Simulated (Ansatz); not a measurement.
## NO on Ir(110): change of the work function: the clean slab

Ansatz 0.2.0; plane-wave DFT, PBE, Ansatz PAW.

The input, input.yaml:

```yaml
crystal:
  lattice:
    - [3.84, 0.0, 0.0]
    - [0.0, 2.7152900398, 0.0]
    - [0.0, 0.0, 23.4305800795]
  atoms:
    - { symbol: Ir, position: [0.0, 0.0, 0.3841134095] }
    - { symbol: Ir, position: [0.5, 0.5, 0.4420567047] }
    - { symbol: Ir, position: [0.0, 0.0, 0.5] }
    - { symbol: Ir, position: [0.5, 0.5, 0.5579432953] }
    - { symbol: Ir, position: [0.0, 0.0, 0.6158865905] }
kpoints:
  mp_grid: { grid: [8, 11, 1] }
hamiltonian:
  xc: pbe
scf:
  occupations: { method: fermi_dirac, width: 0.1 }
  convergence: { dr2_threshold: 1.0e-08 }
efield:
  axis: 3
  dipole_correction: true
  ramp_position: 0.97
  ramp_width: 0.06
relax:
  f_tol: 0.02
  max_steps: 60
  constraints: [{ sites: [0, 1] }]
output:
  write_potential: true
  write_density: true
  volumetric_format: npy
```

Run with:

```
ansatz run input.yaml --threads 4 --pin off --max-ram 12288MiB --backend cpu --events-out ev --progress --plain --runs-dir out
```

Q: Predict the work function, upper face; work function, lower face; and electron's electrostatic potential energy less the Fermi level against z.

In the vacuum the potential turns flat, and its height over the Fermi level, 4.93 eV, is the work function of the face beside that plateau.

The run keeps the 4 symmetry operations that it works with, so distortions that break them were not tested.

Step by step:

| step | energy less that of the first step (eV) | largest force component (eV/Å) |
| --- | --- | --- |
| 1 | 0.0000 | 1.4429 |
| 2 | -0.0725 | 1.3983 |
| 3 | -0.1391 | 0.3506 |
| 4 | -0.1433 | 0.0664 |
| 5 | -0.1435 | 0.0291 |
| 6 | -0.1437 | 0.0011 |

The atoms that moved most (Å):

| atom | dx | dy | dz | length |
| --- | --- | --- | --- | --- |
| Ir5 | 0.000 | 0.000 | -0.123 | 0.123 |
| Ir4 | 0.000 | 0.000 | 0.089 | 0.089 |
| Ir3 | 0.000 | 0.000 | -0.057 | 0.057 |

This step gave:

- work function, upper face: 4.928 eV
- work function, lower face: 4.856 eV
- dipole along the normal: -0.004138 e·Å
- step between the vacuum levels: 0.07181 eV

Running mean over 1.358 Å of the planar mean; the ramp of the sawtooth is left out. Electron's electrostatic potential energy less the Fermi level against z:

| z (Å) | electron's electrostatic potential energy less the Fermi level (eV) |
| --- | --- |
| 3.0 | 4.86 |
| 3.5 | 4.86 |
| 4.0 | 4.86 |
| 4.5 | 4.86 |
| 5.0 | 4.85 |
| 5.5 | 4.85 |
| 6.0 | 4.83 |
| 6.5 | 4.76 |
| 7.0 | 4.49 |
| 7.5 | 3.40 |
| 8.0 | -0.418 |
| 8.5 | -6.54 |
| 9.0 | -11.1 |
| 9.5 | -12.7 |
| 10.0 | -13.3 |
| 10.5 | -13.9 |
| 11.0 | -14.1 |
| 11.5 | -13.6 |
| 12.0 | -12.2 |
| 12.5 | -11.9 |
| 13.0 | -13.4 |
| 13.5 | -15.4 |
| 14.0 | -14.9 |
| 14.5 | -10.9 |
| 15.0 | -4.36 |
| 15.5 | 1.48 |
| 16.0 | 4.07 |
| 16.5 | 4.70 |
| 17.0 | 4.87 |
| 17.5 | 4.91 |
| 18.0 | 4.92 |
| 18.5 | 4.93 |
| 19.0 | 4.93 |
| 19.5 | 4.93 |
| 20.0 | 4.93 |
| 20.5 | 4.93 |

[Logs are printed without paths, hosts, clocks, repeated set-up lines and the standing remarks that a program may print on its own settings, such as how far it seeks lower states.]

[Hosts, paths, dates, database ids (printed as entryN), source tags and the programs' standing remarks are cut or masked in the printed files.]

[Maps of the electrostatic potential energy from Ansatz leave out the sawtooth potential of an applied field or a dipole correction, so their vacuum need not be flat; planar profiles and work functions include it.]
